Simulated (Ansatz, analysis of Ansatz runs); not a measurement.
**A hop of Mg in MgH2 (Pbcn), charge −2**

Wanted: path and barrier of a jump of Mg in MgH2 (Pbcn) at charge −2. The case: V_Mg hop (3.4 Å), in a cell of 48 host atoms with 1 Mg taken out.

Method: plane-wave PAW DFT, r2SCAN; nudged elastic band between two relaxed defect structures at fixed charge in a uniform background, in Ansatz 0.2.0.

### Step 1. The starting structure

The cell holds 47 atoms: 15 Mg and 32 H. Cell: a = 8.559 Å, b = 8.559 Å, c = 8.559 Å, α = 116.9°, β = 101.7°, γ = 110.1°. It derives from MgH2 (space group Pbcn). Nearest the centre at fractional (0.376, 0.375, 0.251): H44 at 0.86 Å, Mg14 at 1.72 Å, H22 at 1.98 Å, H36 at 2.19 Å, H40 at 2.30 Å, H41 at 2.49 Å, Mg5 at 2.79 Å, Mg2 at 2.80 Å. The cell carries charge −2.

The cell's shortest repeat is 8.6 Å.

### Step 2. Relaxation of the start point, charge −2

A barrier is counted from a minimum, so both ends are relaxed first. Small random displacements break the symmetry of the ideal sites, so that the defect can distort if it gains by it. The charge of −2 is set by the electron count, and a uniform background keeps the cell neutral.

qm2.start/input.yaml

```yaml
crystal:
  lattice:
    - [-4.47819636, 5.4013991, 4.90197395]
    - [4.47819636, -5.4013991, 4.90197395]
    - [4.47819636, 5.4013991, -4.90197395]
  atoms:
    - { symbol: Mg, position: [0.29202377, 0.125, 0.66702377] }
    - { symbol: Mg, position: [0.29202377, 0.625, 0.16702377] }
    - { symbol: Mg, position: [0.79202377, 0.125, 0.16702377] }
    - { symbol: Mg, position: [0.79202377, 0.625, 0.66702377] }
    - { symbol: Mg, position: [0.45797623, 0.125, 0.33297623] }
    - { symbol: Mg, position: [0.45797623, 0.625, 0.83297623] }
    - { symbol: Mg, position: [0.95797623, 0.125, 0.83297623] }
    - { symbol: Mg, position: [0.95797623, 0.625, 0.33297623] }
    - { symbol: Mg, position: [0.20797623, 0.875, 0.83297623] }
    - { symbol: Mg, position: [0.70797623, 0.375, 0.83297623] }
    - { symbol: Mg, position: [0.70797623, 0.875, 0.33297623] }
    - { symbol: Mg, position: [0.04202377, 0.375, 0.66702377] }
    - { symbol: Mg, position: [0.04202377, 0.875, 0.16702377] }
    - { symbol: Mg, position: [0.54202377, 0.375, 0.16702377] }
    - { symbol: Mg, position: [0.54202377, 0.875, 0.66702377] }
    - { symbol: H, position: [0.15492721, 0.07388616, 0.8090354] }
    - { symbol: H, position: [0.15492721, 0.57388616, 0.3090354] }
    - { symbol: H, position: [0.65492721, 0.07388616, 0.3090354] }
    - { symbol: H, position: [0.65492721, 0.57388616, 0.8090354] }
    - { symbol: H, position: [0.09507279, 0.40410818, 0.91895895] }
    - { symbol: H, position: [0.09507279, 0.90410818, 0.41895895] }
    - { symbol: H, position: [0.59507279, 0.40410818, 0.41895895] }
    - { symbol: H, position: [0.59507279, 0.90410818, 0.91895895] }
    - { symbol: H, position: [0.26485077, 0.34589182, 0.6909646] }
    - { symbol: H, position: [0.26485077, 0.84589182, 0.1909646] }
    - { symbol: H, position: [0.76485077, 0.34589182, 0.1909646] }
    - { symbol: H, position: [0.76485077, 0.84589182, 0.6909646] }
    - { symbol: H, position: [0.48514923, 0.17611384, 0.58104105] }
    - { symbol: H, position: [0.48514923, 0.67611384, 0.08104105] }
    - { symbol: H, position: [0.98514923, 0.17611384, 0.08104105] }
    - { symbol: H, position: [0.98514923, 0.67611384, 0.58104105] }
    - { symbol: H, position: [0.01485077, 0.32388616, 0.41895895] }
    - { symbol: H, position: [0.01485077, 0.82388616, 0.91895895] }
    - { symbol: H, position: [0.51485077, 0.32388616, 0.91895895] }
    - { symbol: H, position: [0.51485077, 0.82388616, 0.41895895] }
    - { symbol: H, position: [0.23514923, 0.15410818, 0.3090354] }
    - { symbol: H, position: [0.23514923, 0.65410818, 0.8090354] }
    - { symbol: H, position: [0.73514923, 0.15410818, 0.8090354] }
    - { symbol: H, position: [0.73514923, 0.65410818, 0.3090354] }
    - { symbol: H, position: [0.40492721, 0.09589182, 0.08104105] }
    - { symbol: H, position: [0.40492721, 0.59589182, 0.58104105] }
    - { symbol: H, position: [0.90492721, 0.09589182, 0.58104105] }
    - { symbol: H, position: [0.90492721, 0.59589182, 0.08104105] }
    - { symbol: H, position: [0.34507279, 0.42611384, 0.1909646] }
    - { symbol: H, position: [0.34507279, 0.92611384, 0.6909646] }
    - { symbol: H, position: [0.84507279, 0.42611384, 0.6909646] }
    - { symbol: H, position: [0.84507279, 0.92611384, 0.1909646] }
total_charge: -2
basis:
  ecutwfc: 500
  xc_grid: 2
hamiltonian:
  xc: r2scan
kpoints:
  mp_grid: { grid: [1, 1, 1] }
scf:
  occupations: { method: fixed }
  max_iter: 80
output:
  forces: true
relax:
  f_tol: 0.02
  max_steps: 70
  random_displacement: { amplitude: 0.03, seed: 7997 }
```

The run is started by

```console
$ ansatz run input.yaml --threads 4 --pin off --max-ram 7536MiB --backend cpu --events-out ev --progress --plain --runs-dir out
```

Numbers of over 12 decimals in the logs are rounded to 6 here.

The program printed:

```text
[... repeated set-up lines and file paths are left out, and long positions are rounded to six places ...]
The last accepted step is kept in <dir> (removed where the run ends without a failure and the disk answers)
Engine: ansatz 0.2.0, aarch64-unknown-linux-gnu
Pseudopotentials: kind: paw
Pseudopotential: Mg, paw, valence charge 10, recommended cutoff 500 eV (meta_gga), Mg.paw.azcp
Pseudopotential: H, paw, valence charge 1, recommended cutoff 500 eV (meta_gga), H.paw.azcp
Functional definition: r2SCAN
  parameter k0 = 0.174
  parameter k1 = 0.065
  parameter a1 = 4.9479
  exchange = r2scan_x(k0 = k0, k1 = k1, a1 = a1)
  correlation = r2scan_c
Crystal: 47 atoms, lattice volume = 474.286 Å³
Basis set: ecut = 500 eV, 12067 PW (Γ), exchange–correlation on 128×128×128 points (8 copies of the dense FFT grid, shifted against one another)
Bands: 139, of which v1, the nominal top of the filled ones, is band 92 counted from 1 (91 counted from 0)
Symmetry: 1 space group operations
k-points: 1
Non-local potential: Mg, projectors of the file, l = 0: 3, l = 1: 2, l = 2: 1
Non-local potential: H, projectors of the file, l = 0: 2, l = 1: 1
PAW form: soft (Blöchl's): semilocal exchange-correlation on the pseudo side does not see the compensation charge
PAW frozen core: Mg, regenerated for the run's functional (the file was generated under x = pbe(κ = 0.804, μ = 0.219515), c = pbe(β = 0.066725))
PAW one-centre angular grid: Mg, 302 points (default); XC on 224 Gauss nodes
PAW one-centre angular grid: H, 302 points (default); XC on 160 Gauss nodes
Initial density: superposition of atomic densities (neutral atoms scaled as one to the charged cell's electrons: chi_scale 0, normalization atom), corrected by the library's trained network
Initial wavefunctions: pseudopotential atomic-orbital guess
Functional: x = r2scan, c = r2scan; τ floored in thin density (d = 2e-4 eV/Å³)
SCF iter   1: F=—  HF=-29406.195923 eV  |F-HF|=—  |Δ(HF+E_count)|=         —  Δρ=2.29e-2  dr2=2.71e0  dr2_τ=1.05e-1  ethr=1.77e-3  ⟨swp⟩=6.0  Hψ=413  notcnv=0  defer=43
preconditioner: auto → Resta (q_TF=auto, 2.330 Å⁻¹)  ε∞=2.3  [insulator: Δε(μ)=3.847 eV  Ē_g=11.766 eV  n_scr=104 (ndim 8)  ℏωp=13.6 eV  f_vac=0.004  ε∞_Penn≈2.3]
SCF iter   2: F=—  HF=-29405.952106 eV  |F-HF|=—  |Δ(HF+E_count)|=   2.44e-1  Δρ=1.09e-2  dr2=7.12e-1  dr2_τ=4.45e-3  ethr=1.47e-3  ⟨swp⟩=2.0  Hψ=168  notcnv=0  defer=42
SCF iter   3: F=—  HF=-29405.747803 eV  |F-HF|=—  |Δ(HF+E_count)|=   2.04e-1  Δρ=1.70e-3  dr2=1.13e-2  dr2_τ=3.03e-4  ethr=3.87e-4  ⟨swp⟩=4.0  Hψ=199  notcnv=0  defer=20
automatic band count: iteration 3 solves 115 bands in place of 139: the levels show a gap, and the empty bands left out lie too high to hold charge; the band table lists the bands solved (type scf.n_extra_bands for more)
SCF iter   4: F=—  HF=-29405.752249 eV  |F-HF|=—  |Δ(HF+E_count)|=   4.45e-3  Δρ=3.07e-4  dr2=4.07e-4  dr2_τ=1.76e-5  ethr=6.14e-6  ⟨swp⟩=2.0  Hψ=143  notcnv=0  defer=21
SCF iter   5: F=—  HF=-29405.752523 eV  |F-HF|=—  |Δ(HF+E_count)|=   2.74e-4  Δρ=4.60e-5  dr2=1.01e-5  dr2_τ=4.54e-7  ethr=2.21e-7  ⟨swp⟩=2.0  Hψ=190  notcnv=0  defer=20
SCF iter   6: F=-29405.752530 eV  HF=-29405.752529 eV  |F-HF|=6.94e-7  |Δ(HF+E_count)|=   6.07e-6  Δρ=1.33e-5  dr2=7.10e-7  dr2_τ=1.93e-8  ethr=5.43e-9  ⟨swp⟩=4.0  Hψ=323  notcnv=0
SCF 1 converged in 6 iterations: F = -29405.752530 eV  dr2 = 7.10e-7
  greatest PAW one-centre occupation: 1.000 electrons in one spin orbital (limit 2), on the Mg atom at site 11 (counted from 0), in its partial waves of l = 0
relax step   1: F+E_penalty+E_count = -29405.75253018 eV  Δ(F+E_penalty+E_count) = +0.000e0 eV  max|allowed force component| = 1.034e0 eV/Å  Δτ_max = 0.0000 Å  (6 SCF iters, dr2 threshold 1.00e-5 eV, accepted)
[... the SCF cycles and remarks between the steps are left out from here to the last step ...]
relax step   2: F+E_penalty+E_count = -29406.49507341 eV  Δ(F+E_penalty+E_count) = -7.425e-1 eV  max|allowed force component| = 5.329e-1 eV/Å  Δτ_max = 0.1946 Å  (6 SCF iters, dr2 threshold 6.69e-5 eV, accepted)
relax step   3: F+E_penalty+E_count = -29406.58525605 eV  Δ(F+E_penalty+E_count) = -9.018e-2 eV  max|allowed force component| = 2.380e-1 eV/Å  Δτ_max = 0.1554 Å  (6 SCF iters, dr2 threshold 1.78e-5 eV, accepted)
relax step   4: F+E_penalty+E_count = -29406.63653869 eV  Δ(F+E_penalty+E_count) = -5.128e-2 eV  max|allowed force component| = 1.311e-2 eV/Å  Δτ_max = 0.0636 Å  (5 SCF iters, dr2 threshold 1.13e-5 eV, accepted)
iter 1 solved again at ethr=1.37e-9 eV; its pass at ethr=3.10e-3 eV (dr2=2.52e-6 eV) is discarded
SCF iter   1: F=—  HF=-29406.636537 eV  |F-HF|=—  |Δ(HF+E_count)|=         —  Δρ=2.35e-5  dr2=2.52e-6  dr2_τ=4.84e-8  ethr=1.37e-9  ⟨swp⟩=1.0  Hψ=254  notcnv=0  defer=17
automatic band count: iteration 1 solves 115 bands in place of 139: the levels show a gap, and the empty bands left out lie too high to hold charge; the band table lists the bands solved (type scf.n_extra_bands for more)
SCF iter   2: F=—  HF=-29406.636538 eV  |F-HF|=—  |Δ(HF+E_count)|=   9.16e-7  Δρ=1.44e-5  dr2=1.08e-6  dr2_τ=1.58e-8  ethr=1.37e-9  ⟨swp⟩=2.0  Hψ=99  notcnv=0  defer=17
SCF iter   3: F=-29406.636539 eV  HF=-29406.636539 eV  |F-HF|=2.14e-8  |Δ(HF+E_count)|=   8.74e-7  Δρ=2.13e-6  dr2=3.29e-8  dr2_τ=5.04e-10  ethr=5.43e-11  ⟨swp⟩=2.0  Hψ=341  notcnv=0
SCF 5 converged in 3 iterations: F = -29406.636539 eV  dr2 = 3.29e-8
relax step   5: F+E_penalty+E_count = -29406.63653913 eV  Δ(F+E_penalty+E_count) = -4.353e-7 eV  max|allowed force component| = 1.323e-2 eV/Å  Δτ_max = 0.0000 Å  (3 SCF iters, accepted)
SCF converged after 3 iterations
the last check of whether an eigenvalue changes by more than its tolerance under the output density was not made (final_scf_spared)
Free energy (F): -29406.636539 eV
Harris-Foulkes:  -29406.636539 eV  (|F-HF|=2.14e-8)
Internal energy: -29406.636539 eV  (E = F + TS)
E sigma→0 (E₀):  -29406.636539 eV
Fermi energy:    1.894445 eV
--- Per-component energies (eV) ---
  E_band       = -5909.512631
  E_kinetic    = 1616.799352
  E_local      = -26400.961221  (includes V_loc(G=0)·N_el)
  E_nonlocal   = 1481.721821
  E_hartree    = 9519.479674
  E_xc         = -729.005539
  E_vxc        = -1033.923282  (∫ρ·V_xc dr)
  E_paw        = -4458.981106  (= ΣΔE_a)
  E_vpaw       = -667.486539  (= ΣTr[D̂ρ^β])
  E_aug_tail   = -0.014927  (compensation charges beyond the density's cutoff)
  E_vtau       = 55.392250  (kinetic-family band-sum trace: ∫τ·v_τ [+ j·A + Jᵃ·Aᵃ] dr)
  E_ewald      = -10435.281472
  E_core_change = -0.393122  (= ΣΔE_core)
  E_smearing   = -0.000000  (= −TS)
  E_closure    = -0.000000  (closes the sum)
  E_deformation_potential = -19.597530  (in the stress; not in F)
  Σ components = -29406.636539   (vs F -29406.636539, Δ=0.00e0)
--- Forces (eV/Å), atoms counted from 1 ---
  atom   1  Mg    -0.00158290    -0.00210310    -0.00104192
  atom   2  Mg     0.00433931    -0.00121194     0.00622116
  [... 2 atoms left out ...]
  atom   5  Mg     0.00144704    -0.00850992    -0.00638405
  [... 8 atoms left out ...]
  atom  14  Mg     0.00437339     0.00241491     0.00272723
  [... 2 atoms left out ...]
  atom  17  H      0.00152935     0.00696170     0.00091568
  [... 4 atoms left out ...]
  atom  22  H      0.00104670    -0.00121999     0.00466714
  [... 7 atoms left out ...]
  atom  30  H     -0.00317175     0.00757675     0.00137083
  [... 5 atoms left out ...]
  atom  36  H      0.00439052    -0.00004892     0.00104984
  [... 3 atoms left out ...]
  atom  40  H     -0.00281867    -0.00269810     0.00119587
  atom  41  H     -0.00730739    -0.00123309    -0.00204496
  [... 2 atoms left out ...]
  atom  44  H      0.00402365    -0.00109305     0.00477342
  [... 3 atoms left out ...]
  max |Σ_I F_I| component: 2.43e-4 eV/Å
--- Relaxed structure (5 steps of the walk, 5 accepted, 0 SCFs on fresh bases) ---
  F+E_penalty+E_count = -29406.63653913 eV   max|allowed force component| = 1.323e-2 eV/Å
  atoms:
    - { symbol: Mg, position: [0.293819, 0.126354, 0.661450] }
    - { symbol: Mg, position: [0.288411, 0.608650, 0.174151] }
    [... 2 atoms left out ...]
    - { symbol: Mg, position: [0.450961, 0.117669, 0.326400] }
    [... 8 atoms left out ...]
    - { symbol: Mg, position: [0.539825, 0.374222, 0.165454] }
    [... 2 atoms left out ...]
    - { symbol: H, position: [0.150856, 0.588734, 0.310230] }
    [... 4 atoms left out ...]
    - { symbol: H, position: [0.601152, 0.400140, 0.415637] }
    [... 7 atoms left out ...]
    - { symbol: H, position: [0.972319, 0.161675, 0.061407] }
    [... 5 atoms left out ...]
    - { symbol: H, position: [0.242775, 0.139589, 0.320840] }
    [... 3 atoms left out ...]
    - { symbol: H, position: [0.400113, 0.091862, 0.075818] }
    - { symbol: H, position: [0.432712, 0.610983, 0.602828] }
    [... 2 atoms left out ...]
    - { symbol: H, position: [0.348958, 0.417760, 0.156552] }
    [... 3 atoms left out ...]
```

Elapsed: 17 s, on 4 threads of Arm Neoverse V1, shared host; peak memory 0.66 GiB.

Relaxation path:

```tsv
step	energy less that of the first step (eV)	largest force component (eV/Å)
1	0.0000	1.0342
2	-0.7425	0.5329
3	-0.8327	0.2380
4	-0.8840	0.0131
5	-0.8840	0.0132
```

The atoms that moved most (Å, from the sites as typed, ahead of the random displacement, the mean shift of all atoms taken out):

```tsv
atom	dx	dy	dz	length
H44	-0.206	-0.116	0.142	0.276
H32	0.203	-0.115	-0.143	0.274
H41	0.044	0.190	0.098	0.218
H36	-0.043	0.187	-0.097	0.215
Mg2	-0.022	0.111	-0.138	0.178
Mg3	0.022	0.111	0.137	0.177
H30	-0.092	-0.094	-0.043	0.138
H17	0.093	-0.092	0.042	0.137
```

Neighbours of Mg14 at the end:

```tsv
atom	distance (Å)
H44	1.791
H34	1.934
H40	1.954
H39	1.964
H26	1.969
H22	1.986
Mg5	3.052
Mg8	3.052
```

Read from the output:

```
free energy                                                                                       : -29406.6365 eV
largest move from the ideal geometry of this structure, a common shift of the far atoms taken out : 0.2896 Å
```

The relaxation gained 0.884 eV and ended with a largest force component of 0.013 eV/Å.

### Step 3. Relaxation of the end point, charge −2

The end point is relaxed in the same cell and settings, so that the two energies compare.

qm2.end/input.yaml

```yaml
crystal:
  lattice:
    - [-4.47819636, 5.4013991, 4.90197395]
    - [4.47819636, -5.4013991, 4.90197395]
    - [4.47819636, 5.4013991, -4.90197395]
  atoms:
    - { symbol: Mg, position: [0.29202377, 0.125, 0.66702377] }
    - { symbol: Mg, position: [0.29202377, 0.625, 0.16702377] }
[... 2 atom lines left out ...]
    - { symbol: Mg, position: [0.45797623, 0.125, 0.33297623] }
[... 8 atom lines left out ...]
    - { symbol: Mg, position: [0.209236, 0.375, 0.334236] }
[... 2 atom lines left out ...]
    - { symbol: H, position: [0.15492721, 0.57388616, 0.3090354] }
[... 4 atom lines left out ...]
    - { symbol: H, position: [0.59507279, 0.40410818, 0.41895895] }
[... 7 atom lines left out ...]
    - { symbol: H, position: [0.98514923, 0.17611384, 0.08104105] }
[... 4 atom lines left out ...]
    - { symbol: H, position: [0.51485077, 0.82388616, 0.41895895] }
    - { symbol: H, position: [0.23514923, 0.15410818, 0.3090354] }
[... 2 atom lines left out ...]
    - { symbol: H, position: [0.73514923, 0.65410818, 0.3090354] }
    - { symbol: H, position: [0.40492721, 0.09589182, 0.08104105] }
    - { symbol: H, position: [0.40492721, 0.59589182, 0.58104105] }
[... 2 atom lines left out ...]
    - { symbol: H, position: [0.34507279, 0.42611384, 0.1909646] }
[... 2 atom lines left out ...]
    - { symbol: H, position: [0.84507279, 0.92611384, 0.1909646] }
total_charge: -2
basis:
  ecutwfc: 500
  xc_grid: 2
hamiltonian:
  xc: r2scan
kpoints:
  mp_grid: { grid: [1, 1, 1] }
scf:
  occupations: { method: fixed }
  max_iter: 80
output:
  forces: true
relax:
  f_tol: 0.02
  max_steps: 70
  random_displacement: { amplitude: 0.03, seed: 7997 }
```

The program printed:

```text
[...]
Crystal: 47 atoms, lattice volume = 474.286 Å³
Basis set: ecut = 500 eV, 12067 PW (Γ), exchange–correlation on 128×128×128 points (8 copies of the dense FFT grid, shifted against one another)
Bands: 139, of which v1, the nominal top of the filled ones, is band 92 counted from 1 (91 counted from 0)
Symmetry: 1 space group operations
k-points: 1
[...]
SCF iter   1: F=—  HF=-29406.213362 eV  |F-HF|=—  |Δ(HF+E_count)|=         —  Δρ=2.29e-2  dr2=2.71e0  dr2_τ=1.06e-1  ethr=1.77e-3  ⟨swp⟩=6.0  Hψ=411  notcnv=0  defer=42
[...]
SCF iter   6: F=-29405.771049 eV  HF=-29405.771048 eV  |F-HF|=6.71e-7  |Δ(HF+E_count)|=   5.98e-6  Δρ=1.32e-5  dr2=6.90e-7  dr2_τ=1.85e-8  ethr=5.34e-9  ⟨swp⟩=4.0  Hψ=323  notcnv=0
SCF 1 converged in 6 iterations: F = -29405.771049 eV  dr2 = 6.90e-7
[...]
max |Σ_I F_I| component: 2.17e-4 eV/Å
--- Relaxed structure (4 steps of the walk, 4 accepted, 0 SCFs on fresh bases) ---
  F+E_penalty+E_count = -29406.63672095 eV   max|allowed force component| = 6.845e-3 eV/Å
  atoms:
    - { symbol: Mg, position: [0.299545, 0.126604, 0.666612] }
    - { symbol: Mg, position: [0.291090, 0.623845, 0.172278] }
[...]
- { symbol: Mg, position: [0.461798, 0.136449, 0.319984] }
[...]
- { symbol: Mg, position: [0.208529, 0.376681, 0.326444] }
[...]
- { symbol: H, position: [0.146624, 0.581020, 0.315877] }
[...]
- { symbol: H, position: [0.598446, 0.410104, 0.436774] }
[...]
- { symbol: H, position: [0.982519, 0.169701, 0.077496] }
    [... 5 atoms left out ...]
    - { symbol: H, position: [0.232940, 0.153274, 0.303187] }
    [... 3 atoms left out ...]
    - { symbol: H, position: [0.401032, 0.058465, 0.068586] }
    - { symbol: H, position: [0.404316, 0.595663, 0.581126] }
    [... 2 atoms left out ...]
    - { symbol: H, position: [0.318323, 0.421071, 0.177468] }
    [... 3 atoms left out ...]
[key lines of the parts left out:]
SCF converged after 5 iterations
Free energy (F): -29406.636721 eV
Fermi energy:    1.890777 eV
```

Wall time 14 s (4 threads); peak memory 0.66 GiB; 51 s of CPU time.

The steps of the relaxation:

```tsv
step	energy less that of the first step (eV)	largest force component (eV/Å)
1	0.0000	1.0605
2	-0.7194	0.4125
3	-0.8624	0.0324
4	-0.8657	0.0068
```

The atoms that moved most (Å, from the sites as typed, ahead of the random displacement, the mean shift of all atoms taken out):

```tsv
atom	dx	dy	dz	length
H39	0.204	0.118	0.146	0.277
H40	-0.203	0.117	-0.147	0.277
H44	0.040	-0.187	-0.095	0.213
H34	-0.040	-0.186	0.094	0.212
Mg5	-0.021	-0.108	0.133	0.173
Mg8	0.021	-0.108	-0.132	0.172
H22	0.094	0.086	-0.047	0.136
H26	-0.093	0.087	0.047	0.135
```

Neighbours of Mg14 at the end:

```tsv
atom	distance (Å)
H44	1.826
H36	1.920
H41	1.931
H32	1.945
H30	1.992
H17	2.027
Mg2	2.931
Mg3	3.051
```

This step gave:

| Item | Value |
| --- | --- |
| free energy | -29406.6367 eV |
| largest move from the ideal geometry of this structure, a common shift of the far atoms taken out | 0.2872 Å |

The relaxation gained 0.866 eV and ended with a largest force component of 0.0068 eV/Å. The end lies within 1 meV of the start.

(Part 1 of 3 ends here.)

[Logs are printed without paths, hosts, clocks, repeated set-up lines and the standing remarks that a program may print on its own settings, such as how far it seeks lower states.]

[Hosts, paths, dates, database ids (printed as entryN), source tags and the programs' standing remarks are cut or masked in the printed files.]
